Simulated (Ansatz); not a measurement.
# WSe2 (P6_3/mmc): the gap up the ladder of methods, part 2 of 2

Aim: the gap of WSe2 (P6_3/mmc) at several levels of theory on one structure, with the time that each takes.

Ansatz 0.2.0; density functionals, hybrids and G0W0, plane waves, PAW. Known limits of the many-body steps: finite bands, screening cutoff and k mesh; no spin-orbit coupling in G0W0.

So far. Step 5 (HSE06+SOC on the 6×6×2 mesh): Over mesh and listed points the gap is 1.360 eV, from k = Γ to k = (0.167, 0.167, 0.000). The least direct gap found is 1.733 eV, at k = (0.333, 0.333, 0.000). HSE06+SOC against HSE06: 1.360 − 1.446 = −0.086 eV, with the same mesh, set of files (read in its fully relativistic form for the spin-orbit run) and cutoff, and both edges at the same k points.

The database entry behind the starting cell differs from later determinations by our own check (a about 0.2 % long), so it need not match the best structure at ambient conditions.

In doubt: masses and optical values from hybrid runs of this build are listed as unsure (steps 7, 8), which bears on the screening that GW takes from such a start.

### 7. G0W0@HSE06, 6×6×2 mesh, 723 empty bands, screening to 190 eV, hard PAW files

This step: G0W0 on HSE06, plane waves, PAW.

input.yaml reads:

```yaml
crystal:
  lattice:
    - [3.29, 0.0, 0.0]
    - [-1.645, 2.8492235785, 0.0]
    - [0.0, 0.0, 12.97]
  atoms:
    - { symbol: W, position: [0.3333333333, 0.6666666667, 0.25] }
    - { symbol: W, position: [0.6666666667, 0.3333333333, 0.75] }
    - { symbol: Se, position: [0.3333333333, 0.6666666667, 0.621] }
    - { symbol: Se, position: [0.6666666667, 0.3333333333, 0.121] }
    - { symbol: Se, position: [0.3333333333, 0.6666666667, 0.879] }
    - { symbol: Se, position: [0.6666666667, 0.3333333333, 0.379] }
kpoints:
  mp_grid: { grid: [6, 6, 2] }
hamiltonian:
  xc: hse06
  pseudopotentials: { kind: paw, source: ansatz }
scf:
  occupations: { method: fixed }
gw:
  n_empty_bands: 723
  ecut_chi: 190.0
  qp_bands: [v2, c2]
  qp_kpoints: band_edges
  screening: { model: contour_deformation }
```

Started as:

```console
> ansatz run input.yaml --threads 4 --pin off --max-ram 138240MiB --backend cuda --events-out ev --progress --plain --runs-dir out --devices 1 --max-vram 26GiB  # rebuilt from the run's record
```

Numbers of over 12 decimals in the logs are rounded to 6 here.

Output:

```text
GPUs: using 1 of 1 available (devices: 1).
[...]
GPU FFT provider: cuFFT
GPU libraries: cuBLAS 13.8.2, cuFFT 12.4.0, cuSOLVER 12.3.4
Crystal: 6 atoms, lattice volume = 121.580 Å³
Basis set: ecut = 760 eV, 5861 PW (Γ)
Bands: 72, of which v1, the nominal top of the filled ones, is band 60 counted from 1 (59 counted from 0)
Symmetry: 24 space group operations
[...]
k-points: 14 of 72
[...]
1    61     17.8662   -13.6548    -4.2174   -17.7144  0.7786    17.7088    17.7084  root
     1    62     17.8662   -13.6548    -4.2174   -17.7144  0.7786    17.7088    17.7084  root
[...]
13    59     14.2341   -18.2422     0.2189   -17.8289  0.7765    14.0395    14.0398  root
    13    60     14.2341   -18.2422     0.2189   -17.8289  0.7765    14.0395    14.0398  root
    13    61     16.3697   -15.3876    -3.9768   -19.2705  0.7692    16.2758    16.2757  root
    13    62     16.3697   -15.3876    -3.9768   -19.2705  0.7692    16.2758    16.2757  root
[key lines of the parts left out:]
Free energy (F): -57649.329515 eV
Fermi energy:    14.589127 eV
```

Wall time 3.6 min (1 × NVIDIA H100 80GB HBM3 (shared by 3 runs) with 4 threads of AMD EPYC 7R13 (Zen 3), shared host); peak memory 4.4 GiB.

Numbers from this step:

* bands summed: 783
* RPA ε∞ on this mesh (eigenvalues): 5.866, 12.10, 12.10
* plane waves in the screening matrix: 749
* G0W0 gap over the corrected points: 1.481 eV
* k of the valence top: 0, 0, 0
* k of the conduction bottom: 0.1667, 0.1667, 0
* starting gap on the mesh: 1.448 eV
* Z at the valence top: 0.7763
* Z at the conduction bottom: 0.7868
* least direct G0W0 gap over the corrected points: 2.087 eV

Over 10 of 14 irreducible mesh points the G0W0 gap is 1.481 eV, from k = Γ to k = (0.167, 0.167, 0.000). The HSE06 gap of this run on the mesh is 1.448 eV. The two states that bound the G0W0 gap lie that far apart at the start, so the correction of the gap is 1.481 − 1.448 = +0.033 eV. G0W0@HSE06 against G0W0@PBE with 783 bands (a further run, in the table below): 1.481 − 1.294 = +0.187 eV, with the same mesh, files and cutoffs, and both edges at the same k points.

### 8. G0W0@PBE0, 6×6×2 mesh, 723 empty bands, screening to 190 eV, hard PAW files

This step: G0W0 on PBE0, plane waves, PAW.

input.yaml: that of step 7 with these lines changed.

```diff
@@ -15,3 +15,3 @@
 hamiltonian:
-  xc: hse06
+  xc: pbe0
   pseudopotentials: { kind: paw, source: ansatz }
```

Output:

```text
GPUs: using 1 of 1 available (devices: 1).
[...]
GPU FFT provider: cuFFT
GPU libraries: cuBLAS 13.8.2, cuFFT 12.4.0, cuSOLVER 12.3.4
Crystal: 6 atoms, lattice volume = 121.580 Å³
Basis set: ecut = 760 eV, 5861 PW (Γ)
Bands: 72, of which v1, the nominal top of the filled ones, is band 60 counted from 1 (59 counted from 0)
Symmetry: 24 space group operations
[...]
k-points: 14 of 72
[...]
1    61     18.2255   -13.6429    -4.1349   -17.3451  0.7948    17.7947    17.7928  root
     1    62     18.2255   -13.6429    -4.1349   -17.3451  0.7948    17.7947    17.7928  root
[...]
13    59     13.9049   -18.2369     0.1826   -18.1250  0.7936    13.9756    13.9757  root
    13    60     13.9049   -18.2369     0.1826   -18.1250  0.7936    13.9756    13.9757  root
    13    61     16.6970   -15.3543    -3.9056   -18.8945  0.7865    16.3327    16.3316  root
    13    62     16.6970   -15.3543    -3.9056   -18.8945  0.7865    16.3327    16.3316  root
[key lines of the parts left out:]
Free energy (F): -57644.045010 eV
Fermi energy:    14.267356 eV
```

Run time: 2.7 min. Hardware: 1 × NVIDIA H100 80GB HBM3 (shared by 3 runs) with 4 threads; peak memory 4.3 GiB; 4.4 min of CPU time.

This step gave:

| Property | Result |
| --- | --- |
| bands summed | 783 |
| RPA ε∞ on this mesh (eigenvalues) | 5.372, 10.40, 10.40 |
| plane waves in the screening matrix | 749 |
| G0W0 gap over the corrected points | 1.604 eV |
| k of the valence top | 0, 0, 0 |
| k of the conduction bottom | 0.1667, 0.1667, 0 |
| starting gap on the mesh | 2.097 eV |
| Z at the valence top | 0.7932 |
| Z at the conduction bottom | 0.8022 |
| least direct G0W0 gap over the corrected points | 2.205 eV |

Over 10 of 14 irreducible mesh points the G0W0 gap is 1.604 eV, from k = Γ to k = (0.167, 0.167, 0.000). The PBE0 gap of this run on the mesh is 2.097 eV. The two states that bound the G0W0 gap lie that far apart at the start, so the correction of the gap is 1.604 − 2.097 = −0.493 eV. G0W0@PBE0 against G0W0@HSE06 with 783 bands: 1.604 − 1.481 = +0.123 eV, with the same mesh, files and cutoffs, and both edges at the same k points. The program's warnings for this run: coarse exchange mesh.

### 9. All levels together

Each gap is the least one over the points named; times are wall times on shared hosts, not benchmarks. A G0W0 time includes the run's own self-consistent start. Runs with listed points see these and the mesh alone, so an edge that moves elsewhere is missed. Rows marked * are further runs, not shown as steps, whose inputs differ from the G0W0 step on the same start in the columns given; solver thresholds can differ too.

| level | mesh | files, cutoff | bands summed, screening | points | gap (eV) | valence top | conduction bottom | least direct gap (eV) | time |
| --- | --- | --- | --- | --- | --- | --- | --- | --- | --- |
| PBE | 12×12×2 | soft_2 PAW, 420 eV | - | mesh and path | 0.974 | Γ | (0.167, 0.167, 0.000) | 1.527 | 13 s |
| PBE+SOC | 12×12×2 | soft_2 PAW, 420 eV | - | mesh and listed points | 0.905 | Γ | (0.167, 0.167, 0.000) | 1.313 | 8.6 s |
| HSE06 | 6×6×2 | soft_2 PAW, 420 eV | - | mesh and listed points | 1.446 | Γ | (0.167, 0.167, 0.000) | 1.985 | 34 s |
| HSE06+SOC | 6×6×2 | soft_2 PAW, 420 eV | - | mesh and listed points | 1.360 | Γ | (0.167, 0.167, 0.000) | 1.733 | 2.1 min |
| G0W0@PBE* | 6×6×2 | hard PAW, 760 eV | 378, 110 eV | 10 of 14 irreducible mesh points | 1.253 | Γ | (0.167, 0.167, 0.000) | 1.947 | 36 s |
| G0W0@PBE* | 6×6×2 | hard PAW, 760 eV | 783, 190 eV | 10 of 14 irreducible mesh points | 1.294 | Γ | (0.167, 0.167, 0.000) | 1.936 | 86 s |
| G0W0@PBE* | 6×6×2 | hard PAW, 760 eV | 1284, 270 eV | 10 of 14 irreducible mesh points | 1.311 | Γ | (0.167, 0.167, 0.000) | 1.925 | 4.1 min |
| G0W0@PBE | 6×6×2 | hard PAW, 760 eV | 2105, 380 eV | 10 of 14 irreducible mesh points | 1.322 | Γ | (0.167, 0.167, 0.000) | 1.915 | 5.5 min |
| G0W0@PBE* | 12×12×2 | hard PAW, 760 eV | 378, 110 eV | 19 of 38 irreducible mesh points | 1.252 | Γ | (0.167, 0.167, 0.000) | 1.930 | 5.3 min |
| G0W0@HSE06 | 6×6×2 | hard PAW, 760 eV | 783, 190 eV | 10 of 14 irreducible mesh points | 1.481 | Γ | (0.167, 0.167, 0.000) | 2.087 | 3.6 min |
| G0W0@PBE0 | 6×6×2 | hard PAW, 760 eV | 783, 190 eV | 10 of 14 irreducible mesh points | 1.604 | Γ | (0.167, 0.167, 0.000) | 2.205 | 2.7 min |

### 10. What came out

```json
{
  "PBE, over mesh and path": "0.974 eV",
  "PBE+SOC, over mesh and listed points": "0.905 eV",
  "HSE06, over mesh and listed points": "1.446 eV",
  "HSE06+SOC, over mesh and listed points": "1.360 eV",
  "G0W0@PBE (2105 bands, 6×6×2), over 10 of 14 irreducible mesh points": "1.322 eV",
  "G0W0@HSE06, over 10 of 14 irreducible mesh points": "1.481 eV",
  "G0W0@PBE0, over 10 of 14 irreducible mesh points": "1.604 eV",
  "known limits": "finite bands, screening cutoff and k mesh; no spin-orbit coupling in G0W0"
}
```

The rows run from 0.905 eV (PBE+SOC) to 1.604 eV (G0W0@PBE0). They differ in mesh, files, plane-wave cutoff, bands and screening cutoff of G0W0 and the points over which the gap was sought as well as in level, so only pairs that share these are like for like. PBE+SOC against PBE: 0.905 − 0.974 = −0.069 eV, with the same mesh, set of files (read in its fully relativistic form for the spin-orbit run) and cutoff, and both edges at the same k points. The spin-orbit run sees mesh and listed points alone, so its gap is an upper bound: the coupling can move an edge off these points, and the change over the zone, its sign included where it is small, is not known. HSE06+SOC against HSE06: 1.360 − 1.446 = −0.086 eV, with the same mesh, set of files (read in its fully relativistic form for the spin-orbit run) and cutoff, and both edges at the same k points. The spin-orbit run sees mesh and listed points alone, so its gap is an upper bound: the coupling can move an edge off these points, and the change over the zone, its sign included where it is small, is not known. G0W0@HSE06 against G0W0@PBE with 783 bands: 1.481 − 1.294 = +0.187 eV, with the same mesh, files and cutoffs, and both edges at the same k points. G0W0@PBE0 against G0W0@HSE06 with 783 bands: 1.604 − 1.481 = +0.123 eV, with the same mesh, files and cutoffs, and both edges at the same k points. G0W0@PBE (2105 bands, 6×6×2) moves the gap of its own start on the mesh by 1.322 − 0.977 = +0.345 eV, between the same two levels. Both edges that PBE shows over mesh and path lie at k points where levels were corrected. Levels at other points were not corrected, so a lower G0W0 gap elsewhere in the zone is not ruled out. G0W0@HSE06 moves the gap of its own start on the mesh by 1.481 − 1.448 = +0.033 eV, between the same two levels. Both edges that HSE06 shows over mesh and listed points lie at k points where levels were corrected. Levels at other points were not corrected, so a lower G0W0 gap elsewhere in the zone is not ruled out. G0W0@PBE0 moves the gap of its own start on the mesh by 1.604 − 2.097 = −0.493 eV, between the same two levels. No PBE0 run over points off the mesh is shown, so for G0W0@PBE0 the gap over the whole zone is not known. What spin-orbit coupling does to the G0W0 levels was not computed, so no sum with the G0W0 gap is formed. For G0W0@PBE: from 378 bands and 110 eV to 2105 bands and 380 eV the gap moves by 1.322 − 1.253 = +0.069 eV (rung by rung 1.253, 1.294, 1.311, 1.322 eV); bands and screening cutoff rise together, so their parts are not told apart. A line in one over the bands through the two highest rungs gives 1.322 + (1.322 − 1.311) × 1284 / (2105 − 1284) = 1.339 eV, and through the pair below 1.311 + (1.311 − 1.294) × 783 / (1284 − 783) = 1.338 eV. The two agree within 0.03 eV and the same two states bound the gap in each rung, so 1.339 eV is taken as an estimate of the limit on this mesh. The other G0W0 rows are shown at one basis each (783 bands), so their distance from the limit is not known here. With the 12×12×2 mesh in place of the 6×6×2 mesh and all else as in the G0W0@PBE row with 378 bands, the gap differs by 1.252 − 1.253 = −0.001 eV, and that of the start by 0.976 − 0.977 = −0.001 eV. For G0W0@PBE0: the program's warnings for this run: coarse exchange mesh. The G0W0 runs are scalar-relativistic. G0W0 is shown with one set of atomic data (hard PAW), so the error from the files is not known here.

[Paths, hosts, dates, memory and timing lines, banners, echoed tables and standing remarks are left out of the program output.]

[Logs are printed without paths, hosts, clocks, repeated set-up lines and the standing remarks that a program may print on its own settings, such as how far it seeks lower states.]

[Runs of the session that timed out or met a known fault of the program may be left out.]

[Cells called generated may have been cut or substituted from an entry of the Crystallography Open Database or the Materials Project.]

[Hosts, paths, dates, database ids (printed as entryN), source tags and the programs' standing remarks are cut or masked in the printed files.]

[Where an RPA ε∞ is given, it is that of the G0W0 mesh and is not shown converged in it. Names of k-points follow the symmetry that the program found, which can be lower than the space group named. Band edges on a path are those of the sampled points; other points can move an edge, and change direct to indirect where valleys lie close.]

[Hybrid gaps are those of their k-mesh and are not shown converged in it.]
